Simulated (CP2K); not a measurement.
Consider 4-methylpyridine at its PBE geometry (Å).

```xyz
14

C     2.0154   -0.1266    0.1133
C     0.5160   -0.0314    0.0436
C    -0.1363    1.1979   -0.1208
C    -1.5298    1.2333   -0.2086
N    -2.3183    0.1449   -0.1423
C    -1.6860   -1.0318    0.0198
C    -0.2990   -1.1689    0.1176
H     2.4412   -0.2545   -0.8940
H     2.4570    0.7828    0.5404
H     2.3362   -0.9872    0.7143
H     0.4357    2.1254   -0.1757
H    -2.0455    2.1888   -0.3374
H    -2.3280   -1.9150    0.0761
H     0.1414   -2.1578    0.2538
```

Method: CP2K XAS_TDP, all-electron GAPW, PBEh(45%), aug-cc-pVDZ, TDA, GW2X-corrected core level, no relativity.

Q: Predict the bright core excitations at the C K edge.

Leading lines: C1 291.09 eV, C2 286.96 eV, C3 287.23 eV and C4 287.50 eV. The leading line of an atom is its first one with 35 % of the strongest within 2.5 eV of its lowest line over the strength cut. Core ionisation energies at this level: C2 292.39, C3 292.00, C1 292.47 and C4 292.75 eV.

The first six lines of each atom with a strength over 0.0015:

```tsv
atom	energy (eV)	states	strength, one atom	above the computed threshold
C1 (bonded to C and 3 H)	290.28	1	0.0062	
	290.50	1	0.0046	
	291.09	1	0.0154	
	291.27	1	0.0206	
	292.14	1	0.0060	
	292.25	1	0.0025	
C2 (bonded to 3 C)	286.96	1	0.0567	
	291.49	1	0.0036	
	292.31	1	0.0029	
	293.04	1	0.0024	yes
	293.40	1	0.0074	yes
	293.59	1	0.0044	yes
C3 (bonded to 2 C and H), 2 alike	287.23	1	0.0478	
	290.05	1	0.0115	
	290.92	1	0.0029	
	291.43	1	0.0024	
	291.62	1	0.0031	
	292.19	1	0.0042	yes
C4 (bonded to C, N and H), 2 alike	287.50	1	0.0554	
	290.96	1	0.0106	
	291.76	1	0.0025	
	292.36	1	0.0022	
	292.57	1	0.0016	
	293.30	1	0.0024	yes
```

Lines are vertical, at one geometry, with no vibrational structure. GW2X ionisation energies and lines can be off by 1 to 2 eV either way, and a good line position may hide errors that cancel. These values hold no scalar relativity, about 0.1 eV for C 1s. Rydberg lines, and the discretised continuum above threshold, depend on the basis and the box.

[Banner, clock and machine lines of the logs are left out without a mark of their own.]

[Logs are printed without paths, hosts, clocks, repeated set-up lines and the standing remarks that a program may print on its own settings, such as how far it seeks lower states.]

[Hosts, paths, dates, database ids (printed as entryN), source tags and the programs' standing remarks are cut or masked in the printed files.]
